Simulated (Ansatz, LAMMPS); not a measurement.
# Elastic response of amorphous 37HfO2-63TiO2 (mol %) (90 atoms), part 5 of 5

How stiff is amorphous 37HfO2-63TiO2 (mol %) (90 atoms), and how do its levels respond to strain?

Ansatz 0.2.0; Kohn-Sham DFT, PBEsol, PAW (set soft_2), plane waves.

The cell: 11 Hf, 19 Ti and 60 O. The quench rate of 200 K/ps far exceeds what a furnace or splat quench reaches. The network of bonds at the start is that of the classical potential that made the cell. The Brillouin zone is sampled at Γ only. Spin–orbit coupling is left out.

So far. Step 11 (Compressed by 1 % along x): The relaxation converged after 9 steps, 0.0825 eV below its start, with a largest force component of 0.036 eV/Å. Step 11 (Compressed by 1 % along x): Compressed by 1 % along x: the energy stands 0.0507 eV above that of the reference, at a pressure of 0.783 GPa.

## Step 12: Sheared by 2 % in xy

A shear of the relaxed cell gives the modulus that volume changes can't reach.

input.yaml

```yaml
crystal:
  lattice:
    - [10.30788, -0.095, 0.06876]
    - [-0.10058, 9.74997, -0.06867]
    - [0.06807, -0.06798, 10.61788]
  atoms:
    [... the 90 atom lines of step 4 ...]
kpoints:
  mp_grid: { grid: [1, 1, 1] }
hamiltonian:
  xc: pbesol
scf:
  occupations: { method: fermi_dirac, width: 0.05 }
output:
  forces: true
  eigenvalues: true
  stress: true
relax:
  f_tol: 0.05
  max_steps: 70
```

On the command line:

```bash
> ansatz run input.yaml --threads 4 --pin off --max-ram 8192MiB --backend cpu --events-out ev --progress --plain --runs-dir out
```

Numbers of over 12 decimals in the logs are rounded to 6 here.

The program printed:

```text
[...]
Crystal: 90 atoms, lattice volume = 1066.919 Å³
Basis set: ecut = 420 eV, 20869 PW (Γ), exchange–correlation on 144×144×144 points (8 copies of the dense FFT grid, shifted against one another)
Bands: 527, of which v1, the nominal top of the filled ones, is band 437 counted from 1 (436 counted from 0)
Symmetry: 1 space group operations
[...]
k-points: 1
[...]
SCF iter   1: F=—  HF=-252363.250341 eV  |F-HF|=—  |Δ(HF+E_count)|=         —  Δρ=1.78e-2  dr2=2.95e0  ethr=1.77e-3  ⟨swp⟩=4.0  Hψ=1717  notcnv=0  defer=29
[...]
SCF iter   7: F=—  HF=-252362.591365 eV  |F-HF|=—  |Δ(HF+E_count)|=   5.78e-5  Δρ=9.22e-5  dr2=9.46e-5  ethr=2.69e-8  ⟨swp⟩=2.0  Hψ=941  notcnv=0  defer=74
SCF iter   8: F=-252362.591385 eV  HF=-252362.591387 eV  |F-HF|=1.83e-6  |Δ(HF+E_count)|=   2.19e-5  Δρ=3.31e-5  dr2=1.39e-5  ethr=7.15e-9  ⟨swp⟩=10.0  Hψ=2026  notcnv=0
SCF 1 converged in 8 iterations: F = -252362.591385 eV  dr2 = 1.39e-5
[...]
relax step   1: F+E_penalty+E_count = -252362.59138494 eV  Δ(F+E_penalty+E_count) = +0.000e0 eV  max|allowed force component| = 3.435e-1 eV/Å  Δτ_max = 0.0000 Å  (8 SCF iters, dr2 threshold 6.25e-5 eV, accepted)
[...]
relax step   2: F+E_penalty+E_count = -252362.63690552 eV  Δ(F+E_penalty+E_count) = -4.552e-2 eV  max|allowed force component| = 1.557e-1 eV/Å  Δτ_max = 0.0192 Å  (6 SCF iters, dr2 threshold 7.37e-6 eV, accepted)
[...]
relax step   3: F+E_penalty+E_count = -252362.64930193 eV  Δ(F+E_penalty+E_count) = -1.240e-2 eV  max|allowed force component| = 7.900e-2 eV/Å  Δτ_max = 0.0109 Å  (9 SCF iters, accepted)
relax step   4: F+E_penalty+E_count = -252362.58201730 eV  Δ(F+E_penalty+E_count) = +6.728e-2 eV  max|allowed force component| = 2.325e-1 eV/Å  Δτ_max = 0.1204 Å  (12 SCF iters, rejected (line search))
[...]
relax step   5: F+E_penalty+E_count = -252362.65542878 eV  Δ(F+E_penalty+E_count) = -6.127e-3 eV  max|allowed force component| = 4.572e-2 eV/Å  Δτ_max = 0.0260 Å  (12 SCF iters, accepted)
SCF converged after 12 iterations
Free energy (F): -252362.655429 eV
[...]
Internal energy: -252362.655429 eV  (E = F + TS)
E sigma→0 (E₀):  -252362.655429 eV
Fermi energy:    10.661295 eV
[...]
Σ components = -252362.655429   (vs F -252362.655429, Δ=0.00e0)
--- Forces (eV/Å), atoms counted from 1 ---
  atom   1  Hf     0.00271424    -0.01795200    -0.00759960
  atom   2  Hf    -0.00854201    -0.02673470    -0.02199227
  atom   3  Hf    -0.01435838    -0.02118922     0.00138198
  atom   4  Hf    -0.00616577     0.01028135    -0.02803048
[...]
atom  90  O     -0.00645875    -0.00881157    -0.00026114
  max |Σ_I F_I| component: 5.35e-5 eV/Å
--- Stress (GPa, compression-positive) ---
       -0.169605      -1.101865      -0.097181
       -1.101865      -0.256589       0.029143
       -0.097181       0.029143       0.132078
  P = ⅓ Tr σ = -0.0980 GPa (-0.980 kbar)
--- Band table (eV) ---
[...]
--- Relaxed structure (5 steps of the walk, 4 accepted, 0 SCFs on fresh bases) ---
  F+E_penalty+E_count = -252362.65542878 eV   max|allowed force component| = 4.572e-2 eV/Å
  atoms:
    - { symbol: Hf, position: [0.848603, 0.278066, 0.452210] }
    - { symbol: Hf, position: [0.088734, 0.183983, 0.647272] }
    - { symbol: Hf, position: [0.270870, 0.361392, 0.149020] }
    - { symbol: Hf, position: [0.826286, 0.966128, 0.648965] }
[...]
- { symbol: O, position: [0.072555, 0.825159, 0.901111] }
```

The job ended after 48 s (4 threads of Intel Xeon 6975P-C (Granite Rapids), shared host; peak memory 1.9 GiB; 3 min of CPU time).

The relaxation converged after 5 steps, 0.0640 eV below its start, with a largest force component of 0.046 eV/Å.

Sheared by 2 % in xy: the energy stands 0.0755 eV above that of the reference, at a pressure of -0.0980 GPa.

## Step 13: Pressure against volume

Atoms are relaxed at each volume, in the scaled cell.

| volume change (%) | volume (Å³/atom) | energy change (meV/atom) | pressure (GPa) | largest move on relaxing (Å) | bonds | gap (eV) |
| --- | --- | --- | --- | --- | --- | --- |
| -10 | 10.670 | 39.47 | 12.25 | 0.70 | 187 | 2.60 |
| -6 | 11.144 | 12.98 | 5.85 | 0.60 | 184 | 2.67 |
| -3 | 11.500 | 3.46 | 3.17 | 0.25 | 180 | 2.67 |
| +0 | 11.856 | 0.00 | -0.02 | - | 177 | 2.70 |
| +3 | 12.212 | 3.28 | -2.91 | 0.19 | 177 | 2.74 |
| +6 | 12.567 | 10.96 | -3.50 | 0.58 | 174 | 2.71 |

## Step 14: Uniaxial strain and shear

Stress (GPa, compression positive) less that of the relaxed cell, atoms relaxed:

| strain | xx | yy | zz | xy | energy change (meV/atom) |
| --- | --- | --- | --- | --- | --- |
| stretched by 1 % along x | -1.515 | -0.610 | -0.558 | -0.067 | 0.57 |
| compressed by 1 % along x | 1.311 | 0.582 | 0.516 | 0.041 | 0.56 |
| sheared by 2 % in xy | -0.140 | -0.231 | 0.137 | -1.105 | 0.84 |

## Step 15: Findings

The bulk modulus, from the slope of pressure against ln V over the three points nearest the relaxed volume, is 101 GPa; between neighbouring points the slope runs 147, 85, 105, 98 and 21 GPa from the smallest volume up, without a steady fall, so no pressure derivative is given. The count of bonds runs from 174 to 187 over the series, so at some points contacts cross the cutoffs. At -10 %, -6 % and +6 % some atom moved by over 0.5 Å on relaxing, so those points may sit in another local minimum. The gap goes from 2.60 eV at the smallest volume to 2.71 eV at the largest, +0.7 eV per unit of ln V by a straight line, not monotonically (lowest 2.60, highest 2.74 eV), on the run's k-points. In the Cartesian axes of the cell, finite differences give C11 = 141, C12 = 59.6, C13 = 53.7 and C66 = 55.3 GPa (the shear of 2 % is the engineering strain, εxy = 0.01). The mean of C11, C12 and C13, which equals the bulk modulus in a cubic or isotropic solid, is 84.9 GPa: it lies 16 % under the bulk modulus from the volumes. For an isotropic solid C66 would equal (C11 − C12)/2 = 40.9 GPa; so small a sample needn't be isotropic, and C66 rests on one shear. The two differ too much for isotropic moduli to be formed.

Caveats: Strains are finite and relaxations stop at the force tolerance of the input, which can leave moduli too stiff; they are those of a static cell at zero temperature. Volumes are changed with the cell's shape held, so in an anisotropic solid the modulus lies over the one under free hydrostatic load. The program notes that the SCF threshold of the relaxations is loose for the stress.

The DFT runs together took 27 min of wall time.

[Logs are printed without paths, hosts, clocks, repeated set-up lines and the standing remarks that a program may print on its own settings, such as how far it seeks lower states.]

[Hosts, paths, dates, database ids (printed as entryN), source tags and the programs' standing remarks are cut or masked in the printed files.]
